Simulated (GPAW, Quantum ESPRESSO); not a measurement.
# Cu K-edge XANES of YCu (Pm-3m), part 2 of 4

Aim: the Cu K edge of YCu (Pm-3m) by two routes, a Lanczos recursion (XSpectra) and a sum over empty bands (GPAW), to see which features are robust.

Quantum ESPRESSO 7.5 and GPAW 26.7.0; core-hole supercells, plane-wave PAW LDA.

So far. Step 2 (Ground state of the crystal (Quantum ESPRESSO)): The mesh shows no gap, so the system is treated as a metal and the core electron is put at the Fermi level (neutral cell). Step 3 (Spectrum without a core hole, Cu atom 2 (Quantum …): Main maxima below 30 eV (height): 2.3 eV (0.67), 10.3 eV (1.56) and 25.6 eV (1.45). A K edge sees empty p states on the absorber.

### Step 6. Supercell with XCH, Cu atom 2 (Quantum ESPRESSO)

Level of this step: plane-wave PAW DFT, LDA, scalar-relativistic, self-consistent field (Quantum ESPRESSO).

The holes are 6.0 Å apart. The excited electron is kept in the cell, where it fills the lowest empty states and screens the hole.

scf.in

```
&control
   calculation='scf', prefix='x', pseudo_dir='../pp', outdir='tmp', tprnfor=.true.
/
&system
   ibrav=0, nat=8, ntyp=3, nbnd=55
   ecutwfc=61, ecutrho=340
   occupations='smearing', smearing='mv', degauss=0.015
/
&electrons
   conv_thr=8.0e-08, electron_maxstep=120
   mixing_beta=0.5
/
ATOMIC_SPECIES
Y 1.0 Y.lda-spn-kjpaw.UPF
Cu0 1.0 Cu.lda-dn-kjpaw-1sch.UPF
Cu 1.0 Cu.lda-dn-kjpaw.UPF
CELL_PARAMETERS angstrom
  3.45811539 3.45811539 3.45811539
  -3.45811539 3.45811539 -3.45811539
  -3.45811539 -3.45811539 3.45811539
ATOMIC_POSITIONS crystal
Y    0.00000000 0.00000000 0.00000000
Y    0.00000000 0.50000000 0.50000000
Y    0.50000000 0.00000000 0.50000000
Y    0.50000000 0.50000000 0.00000000
Cu0  0.50000000 0.00000000 0.00000000
Cu   0.50000000 0.50000000 0.50000000
Cu   0.00000000 0.00000000 0.50000000
Cu   0.00000000 0.50000000 0.00000000
K_POINTS automatic
5 5 5 0 0 0
```

Launch:

```bash
OMP_NUM_THREADS=1 mpirun --oversubscribe --bind-to none -np 4 pw.x -nk 4 -in scf.in > scf.out
```

Log:

```text
     [... banner and references ...]
[banner, memory and clock lines left out]
using ibrav=0 with symmetry is DISCOURAGED, use correct ibrav instead

     G-vector sticks info

     bravais-lattice index     =            0
     lattice parameter (alat)  =      11.3188  a.u.
     unit-cell volume          =    1116.2849 (a.u.)^3
     number of atoms/cell      =            8
     number of atomic types    =            3
     number of electrons       =        89.00
     number of Kohn-Sham states=           55
     kinetic-energy cutoff     =      61.0000  Ry
     charge density cutoff     =     340.0000  Ry
     scf convergence threshold =      8.0E-08
     mixing beta               =       0.5000
     number of iterations used =            8  plain     mixing
     Exchange-correlation= SLA  PZ   NOGX NOGC
                           (   1   1   0   0   0   0   0)

     celldm(1)=  11.318763  celldm(2)=   0.000000  celldm(3)=   0.000000
     celldm(4)=   0.000000  celldm(5)=   0.000000  celldm(6)=   0.000000

     crystal axes: (cart. coord. in units of alat)
               a(1) = (   0.577350   0.577350   0.577350 )
               a(2) = (  -0.577350   0.577350  -0.577350 )
               a(3) = (  -0.577350  -0.577350   0.577350 )

     reciprocal axes: (cart. coord. in units 2 pi/alat)
               b(1) = ( -0.000000  0.866025  0.866025 )
               b(2) = ( -0.866025  0.866025  0.000000 )
               b(3) = ( -0.866025  0.000000  0.866025 )

     ../pp/Y.lda-spn-kjpaw.UPF
     Pseudo is Projector augmented-wave + core cor, Zval = 11.0
     Shape of augmentation charge: PSQ
     Using radial grid of 1223 points,  6 beta functions with:
[...]
ethr =  3.79E-10,  avg # of iterations =  3.7

     End of self-consistent calculation

          k =-0.0000 0.0000 0.0000 (  8853 PWs)   bands (ev):

   -31.2961 -31.2246 -31.2246 -31.2246 -11.5588 -11.5588 -11.5588 -11.5322
   -11.5322 -11.5322 -11.1514 -11.1514 -11.1514 -11.0890 -11.0575 -11.0575
     3.6941   3.6941   3.6941   3.7523   3.7523   4.4203   6.6438   7.1971
     7.1971   7.6832   7.6832   7.6832   7.9323   7.9323   8.0189   8.0189
     8.0189   8.2125   8.2125   8.2125   8.5891   8.8707   8.9397   8.9397
    11.4223  11.4223  11.4223  11.5216  11.5216  11.8868  11.8868  11.8868
    11.8938  11.8938  11.8938  14.3529  14.3530  14.3530  14.6022

     [... bands of 9 further k-points ...]

     the Fermi energy is    11.2133 ev

!    total energy              =   -1939.78740005 Ry
     total all-electron energy =    -39611.022908 Ry
     estimated scf accuracy    <       0.00000001 Ry
     smearing contrib. (-TS)   =       0.00227155 Ry
     internal energy E=F+TS    =   -1939.78967160 Ry

     The total energy is F=E-TS. E is the sum of the following terms:
     one-electron contribution =    -248.04032013 Ry
     hartree contribution      =     206.63911756 Ry
     xc contribution           =    -249.43406042 Ry
     ewald contribution        =    -551.60227383 Ry
     one-center paw contrib.   =   -1097.35213478 Ry

     convergence has been achieved in  12 iterations

     Forces acting on atoms (cartesian axes, Ry/au):

     atom    1 type  1   force =    -0.00000000    0.00000000    0.00000000
     atom    2 type  1   force =     0.00000000   -0.00000000    0.00000000
     atom    3 type  1   force =    -0.00000000    0.00000000    0.00000000
[...]
atom    7 type  3   force =    -0.00000000   -0.00000000    0.00000000
     atom    8 type  3   force =     0.00000000   -0.00000000   -0.00000000

     Total force =     0.000000     Total SCF correction =     0.000000

     XML data file, charge density, pseudopotentials, collected wavefunctions
```

The job ended after 48 s (4 MPI ranks of Arm Neoverse V2, shared host; peak memory 0.26 GiB).

Energy with the hole: -538935.422 eV, cores included.

### Step 7. Spectrum with XCH, Cu atom 2 (Quantum ESPRESSO)

The Lanczos recursion gives the spectrum without computing empty bands; each polarisation needs a run of its own on the full k mesh. xe0 is set between filled and empty states, and states below it are cut, here at the Fermi level, which holds the excited electron. The file of filecore holds the core orbital, taken from the hole-free data set.

xspectra.in

```
&input_xspectra
   calculation='xanes_dipole', edge='K'
   prefix='x', outdir='tmp', xiabs=2, xe0=11.2133
   xonly_plot=.false., x_save_file='xanes.sav'
   xniter=3000, xcheck_conv=20, xerror=0.005
   xcoordcrys=.false., xepsilon(1)=1, xepsilon(2)=0, xepsilon(3)=0
/
&plot
   xnepoint=413, xemin=-10, xemax=45, terminator=.true., cut_occ_states=.true.
   xgamma=0.4
/
&pseudos
   filecore='../Cu.wfc'
/
&cut_occ
   cut_desmooth=0.1, cut_stepl=0.05, cut_stepu=0.05, cut_ierror=1e-5
/
5 5 5 0 0 0
```

Launch:

```bash
OMP_NUM_THREADS=1 mpirun --oversubscribe --bind-to none -np 4 xspectra.x -nk 4 -in xspectra.in > xspectra.out
```

Log:

```text
     [... banner and references ...]
Reading input_file

     calculation: xanes_dipole

     xepsilon  [cartesian coordinates]:   1.000000   0.000000   0.000000

     xonly_plot: FALSE
        => complete calculation: Lanczos + spectrum plot

     filecore (core-wavefunction file): ../Cu.wfc

     main plot parameters:
        cut_occ_states: TRUE
        gamma_mode:  constant
        -> using xgamma [eV]:  0.40
        xemin [eV]: -10.00
        xemax [eV]:  45.00
        xnepoint:  413
        xe0 [eV]:  11.213300 (energy zero read in input file)

     WARNING: variable ef_r is obsolete

                      Reading SCF save directory: x.save

     tmp/x.save/

     Exchange-correlation= PZ
                           (   1   1   0   0   0   0   0)

     G-vector sticks info

                           Getting the Fermi energy

     From SCF save directory:
        ehomo [eV]:   11.5526 (highest occupied level)
        elumo [eV]:   11.5897 (lowest occupied level)
        ef    [eV]:   11.5526

     -> ef (in eV) will be written in x_save_file

                           Energy zero of the spectrum

     -> ef will NOT be used as energy zero of the spectrum
       (because xe0 read in input file)

     G-vector sticks info

     bravais-lattice index     =            0
     lattice parameter (alat)  =      11.3188  a.u.
     unit-cell volume          =    1116.2849 (a.u.)^3
     number of atoms/cell      =            8
     number of atomic types    =            3
     number of electrons       =        89.00
     number of Kohn-Sham states=           55
     kinetic-energy cutoff     =      61.0000  Ry
     charge density cutoff     =     340.0000  Ry
     Exchange-correlation= PZ
                           (   1   1   0   0   0   0   0)

     celldm(1)=  11.318763  celldm(2)=   0.000000  celldm(3)=   0.000000
     celldm(4)=   0.000000  celldm(5)=   0.000000  celldm(6)=   0.000000

     crystal axes: (cart. coord. in units of alat)
               a(1) = (   0.577350   0.577350   0.577350 )
               a(2) = (  -0.577350   0.577350  -0.577350 )
               a(3) = (  -0.577350  -0.577350   0.577350 )

     reciprocal axes: (cart. coord. in units 2 pi/alat)
               b(1) = ( -0.000000  0.866025  0.866025 )
               b(2) = ( -0.866025  0.866025  0.000000 )
               b(3) = ( -0.866025  0.000000  0.866025 )

     ../pp/Y.lda-spn-kjpaw.UPF
     Pseudo is Projector augmented-wave + core cor, Zval = 11.0
     Shape of augmentation charge: PSQ
     Using radial grid of 1223 points,  6 beta functions with:
                l(1) =   0
                l(2) =   0
                l(3) =   1
                l(4) =   1
                l(5) =   2
                l(6) =   2
     Q(r) pseudized with 0 coefficients

     PseudoPot. #2 for Cu:     Pseudo is Projector augmented-wave + core cor, Zval = 12.0

     PseudoPot. #3 for Cu:     Pseudo is Projector augmented-wave + core cor, Zval = 11.0

     atomic species   valence    mass     pseudopotential
     Y                11.00     1.00000     Y ( 1.00)
     Cu0              12.00     1.00000     Cu( 1.00)
     Cu               11.00     1.00000     Cu( 1.00)

     48 Sym. Ops., with inversion, found

   Cartesian axes

     site n.     atom                  positions (alat units)
         1        Y      tau(   1) = (   0.0000000   0.0000000   0.0000000  )
         2        Y      tau(   2) = (  -0.5773503   0.0000000   0.0000000  )
         3        Y      tau(   3) = (   0.0000000   0.0000000   0.5773503  )
         4        Y      tau(   4) = (   0.0000000   0.5773503   0.0000000  )
         5        Cu0    tau(   5) = (   0.2886751   0.2886751   0.2886751  )
         6        Cu     tau(   6) = (  -0.2886751   0.2886751   0.2886751  )
         7        Cu     tau(   7) = (  -0.2886751  -0.2886751   0.2886751  )
         8        Cu     tau(   8) = (  -0.2886751   0.2886751  -0.2886751  )

     number of k points=   125  Marzari-Vanderbilt smearing, width (Ry)=  0.0150

     Number of k-points >= 100: set verbosity='high' to print them.

     Dense  grid:   118415 G-vectors     FFT dimensions: (  72,  72,  72)

     Smooth grid:    71713 G-vectors     FFT dimensions: (  60,  60,  60)

     The potential is recalculated from file :
     tmp/x.save/charge-density

     Starting wfcs are   88 atomic wfcs
     Checking if some PAW data can be deallocated...

               Reading core wavefunction file for the absorbing atom

     ../Cu.wfc successfully read

                              Attributing the PAW radii
                     for the absorbing atom [units: Bohr radius]

        PAW proj 1: r_paw(l= 0)= 3.15  (1.5*r_cut)
        PAW proj 2: r_paw(l= 0)= 3.15  (1.5*r_cut)
        PAW proj 3: r_paw(l= 1)= 3.15  (1.5*r_cut)
        PAW proj 4: r_paw(l= 1)= 3.15  (1.5*r_cut)
        PAW proj 5: r_paw(l= 2)= 2.70  (1.5*r_cut)
        PAW proj 6: r_paw(l= 2)= 2.70  (1.5*r_cut)

        NB: The calculation will not necessary use all these r_paw values.
            - For a edge in the electric-dipole approximation,
              only the r_paw(l=1) values are used.
            - For a K edge in the electric-quadrupole approximation,
              only the r_paw(l=2) values are used.

            - For a L2 or L3 edge in the electric-quadrupole approximation,

              all projectors (s, p and d) are used.

                          Starting XANES calculation
                     in the electric dipole approximation

     Method of calculation based on the Lanczos recursion algorithm
        - STEP 1: Construction of a kpoint-dependent Lanczos basis,
          in which the Hamiltonian is tridiagonal (each 'iter'
          corresponds to the calculation of one more Lanczos vector)
        - STEP 2: Calculation of the cross-section as a continued fraction
          averaged over the k-points.

     ... Begin STEP 1 ...

        Radial transition matrix element(s) used in the calculation of the
        initial vector of the Lanczos basis (|tilde{phi}_abs> normalized)
        | For PAW proj. (l=1) #1: radial matrix element =   0.003744213
        | For PAW proj. (l=1) #2: radial matrix element =   0.007051995

NB: the    32 k-point are not all listed below because npool=  4
        |-------------------------------------------------------------
        ! k-point #     1:  (-0.0000,  0.0000,  0.0000),  0.0160,   1
        |-------------------------------------------------------------
 okvan= T
        |   Norm of the initial Lanczos vector: 0.52160328E-02
        |   Estimated error at iter     20:   1.01066420
        |   Estimated error at iter     40:   0.47277718
        |   Estimated error at iter     60:   0.47436828
        |   Estimated error at iter     80:   0.20587634
        |   Estimated error at iter    100:   0.42614055
        !   => CONVERGED at iter    120 with error=  0.00060730
        |-------------------------------------------------------------
        ! k-point #     2:  (-0.1732,  0.0000,  0.1732),  0.0160,   1
        |-------------------------------------------------------------
 okvan= T
        |   Norm of the initial Lanczos vector: 0.52160492E-02
[...]
!   => CONVERGED at iter    540 with error=  0.00419673
        |-------------------------------------------------------------
     [... 29 further k-points ...]
        ! k-point #    32:  (-0.3464,  0.3464,  0.3464),  0.0160,   1
        |-------------------------------------------------------------
 okvan= T
        |   Norm of the initial Lanczos vector: 0.52160515E-02
[...]
|   Estimated error at iter    440:   0.00505837
        |   Estimated error at iter    460:   0.00776364
        |   Estimated error at iter    480:   0.01097069
        !   => CONVERGED at iter    500 with error=  0.00422349

     Results of STEP 1 successfully written in x_save_file
     x_save_file name:
     ->  xanes.sav
     x_save_file version:  2

     ... End STEP 1 ...

     ... Begin STEP 2 ...

     The spectrum is calculated using the following parameters:
        xe0 [eV]:   11.2133
        the occupied states are elimintate from the spectrum
        xemin [eV]: -10.00
        xemax [eV]:  45.00
        xnepoint:  413
        constant broadening parameter [eV]:    0.400
        Core level energy [eV]:  -8979.
         (from electron binding energy of neutral atoms in X-ray data booklet)

     Cross-section successfully written in xanes.dat

     ... End STEP 2 ...

                                END JOB XSpectra
```

Elapsed: 2.5 min, on 4 MPI ranks; peak memory 0.17 GiB; 10 min of CPU time.

The Cu K spectrum, Cu atom 2, excited-electron core hole (neutral cell) (energy from the energy zero of the input (xe0, at the border of filled and empty states); intensity scaled to a mean of 1 over the first 20 eV; folded afterwards to Lorentzian half width 0.78 eV up to 4 eV, rising linearly to 1.75 eV at 25 eV; the points at xe0, where the cut of filled states can leave a spike, are interpolated):

```
E (eV)  intensity
  -2.0       0.13
  -1.0       0.22
   0.0       0.52
   1.0       0.61
   2.0       0.68
   3.0       0.63
   4.0       0.56
   5.0       0.66
   6.0       0.86
   7.0       0.99
   8.0       1.14
   9.0       1.44
  10.0       1.54
  11.0       1.38
  12.0       1.24
  13.0       1.14
  14.0       1.09
  15.0       1.10
  16.0       1.08
  17.0       1.02
  18.0       1.02
  19.0       1.03
  20.0       1.06
  21.0       1.18
  22.0       1.29
  23.0       1.32
  24.0       1.34
  25.0       1.35
  26.0       1.34
  27.0       1.30
  28.0       1.28
  29.0       1.25
  30.0       1.23
  31.0       1.24
  32.0       1.29
```

Main maxima below 30 eV (height): 2.3 eV (0.69), 9.8 eV (1.55) and 25.2 eV (1.35). 

The total-energy difference is 8995.58 eV. One term is added: -29.79 eV, since the hole is spin-paired here and a spin-polarised one costs that much less in the free atom (computed apart). The photon energy is then 8965.79 eV. The tabulated edge of the element is 8979 eV. The functional leaves an error in such absolute values: in the free atom LDA prices this hole 18.3 eV below PBE (computed apart), and PBE is itself good to a few eV.

### Step 8. Quadrupole spectrum with XCH, Cu atom 2 (Quantum ESPRESSO)

Pre-edge features of transition metals can come from s→d transitions, which the dipole operator misses, so the quadrupole term is computed on the same field.

Changed against the first core-hole run: operator from dipole to quadrupole.

xspectra.in

```
&input_xspectra
   calculation='xanes_quadrupole', edge='K'
   prefix='x', outdir='tmp', xiabs=2, xe0=11.2133
   xonly_plot=.false., x_save_file='xanes.sav'
   xniter=3000, xcheck_conv=20, xerror=0.005
   xcoordcrys=.false., xepsilon(1)=1, xepsilon(2)=0, xepsilon(3)=0
   xkvec(1)=0, xkvec(2)=1, xkvec(3)=0
/
&plot
   xnepoint=226, xemin=-8, xemax=22, terminator=.true., cut_occ_states=.true.
   xgamma=0.4
/
&pseudos
   filecore='../Cu.wfc'
/
&cut_occ
   cut_desmooth=0.1, cut_stepl=0.05, cut_stepu=0.05, cut_ierror=1e-5
/
5 5 5 0 0 0
```

Log:

```text
     [... banner and references ...]
Reading input_file

     calculation: xanes_qyadrupole

     xepsilon  [cartesian coordinates]:   1.000000   0.000000   0.000000

     xonly_plot: FALSE
        => complete calculation: Lanczos + spectrum plot

     filecore (core-wavefunction file): ../Cu.wfc

     main plot parameters:
        cut_occ_states: TRUE
        gamma_mode:  constant
        -> using xgamma [eV]:  0.40
        xemin [eV]:  -8.00
        xemax [eV]:  22.00
        xnepoint:  226
        xe0 [eV]:  11.213300 (energy zero read in input file)

[...]
Results of STEP 1 successfully written in x_save_file
     x_save_file name:
     ->  xanes.sav
     x_save_file version:  2

     ... End STEP 1 ...

     ... Begin STEP 2 ...

     The spectrum is calculated using the following parameters:
        xe0 [eV]:   11.2133
        the occupied states are elimintate from the spectrum
        xemin [eV]:  -8.00
        xemax [eV]:  22.00
        xnepoint:  226
        constant broadening parameter [eV]:    0.400
        Core level energy [eV]:  -8979.
         (from electron binding energy of neutral atoms in X-ray data booklet)

     Cross-section successfully written in xanes.dat

     ... End STEP 2 ...

                                END JOB XSpectra
```

Wall time 89 s (4 MPI ranks); peak memory 0.17 GiB.

Dipole and quadrupole parts on one scale (eps x, k y):

```
E (eV)  dipole  quadrupole × 20
  -3.0    0.09             0.00
  -2.0    0.13             0.00
  -1.0    0.22             0.00
   0.0    0.52             0.01
   1.0    0.61             0.02
   2.0    0.68             0.03
   3.0    0.63             0.05
   4.0    0.56             0.03
   5.0    0.66             0.02
   6.0    0.86             0.02
   7.0    0.99             0.02
   8.0    1.14             0.03
   9.0    1.44             0.03
  10.0    1.54             0.02
  11.0    1.38             0.03
  12.0    1.24             0.03
  13.0    1.14             0.03
  14.0    1.09             0.02
  15.0    1.10             0.03
  16.0    1.08             0.02
  17.0    1.02             0.02
  18.0    1.02             0.03
  19.0    1.03             0.06
  20.0    1.06             0.04
  21.0    1.18             0.03
  22.0    1.29             0.03
```

[end of part 2 of 4]

[Banner, clock and machine lines of the logs are left out without a mark of their own.]

[Logs are printed without paths, hosts, clocks, repeated set-up lines and the standing remarks that a program may print on its own settings, such as how far it seeks lower states.]

[Hosts, paths, dates, database ids (printed as entryN), source tags and the programs' standing remarks are cut or masked in the printed files.]

[Lists of maxima count a maximum above −3 eV only where it reaches 4 % of the highest in the window and stands out from its surroundings by 2 % of it (1.5 % where it reaches 55 %); shoulders and weaker maxima are passed over, and of the rest the first, up to two pre-edge ones and the few strongest are named.]
